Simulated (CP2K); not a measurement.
Consider thietane at its PBE geometry (Å).

```xyz
10

C    -0.0819    0.4337   -0.5821
C     1.1770   -0.1360    0.1086
S     0.1618   -1.4113    0.9820
C    -1.1092   -0.2138    0.3732
H    -0.1273    1.5302   -0.6487
H    -0.1855    0.0239   -1.5943
H     1.9493   -0.5514   -0.5484
H     1.6397    0.5578    0.8226
H    -1.4422    0.4525    1.1797
H    -1.9817   -0.6856   -0.0927
```

Method: CP2K XAS_TDP, all-electron GAPW, PBEh(45%), aug-cc-pVDZ, TDA, GW2X-corrected core level, no relativity.

Where do the C K-edge lines lie, and how strong are they?

Leading lines: C1 289.88 eV and C2 288.74 eV. The leading line of an atom is its first one with 35 % of the strongest within 2.5 eV of its lowest line over the strength cut. Core ionisation energies at this level: C1 292.27 and C2 292.32 eV.

The first six lines of each atom with a strength over 0.0015:

```tsv
atom	energy (eV)	states	strength, one atom	above the computed threshold
C1 (bonded to 2 C and 2 H)	289.88	1	0.0092	
	290.12	1	0.0070	
	290.52	1	0.0190	
	290.90	1	0.0057	
	291.64	1	0.0062	
	292.09	1	0.0017	
C2 (bonded to C, S and 2 H), 2 alike	288.74	1	0.0406	
	290.28	1	0.0100	
	290.45	1	0.0084	
	290.72	1	0.0173	
	291.60	1	0.0044	
	291.83	1	0.0036
```

Lines are vertical, at one geometry, with no vibrational structure. GW2X ionisation energies and lines can be off by 1 to 2 eV either way, and a good line position may hide errors that cancel. These values hold no scalar relativity, about 0.1 eV for C 1s. Rydberg lines, and the discretised continuum above threshold, depend on the basis and the box.

[Banner, clock and machine lines of the logs are left out without a mark of their own.]

[Logs are printed without paths, hosts, clocks, repeated set-up lines and the standing remarks that a program may print on its own settings, such as how far it seeks lower states.]

[Hosts, paths, dates, database ids (printed as entryN), source tags and the programs' standing remarks are cut or masked in the printed files.]
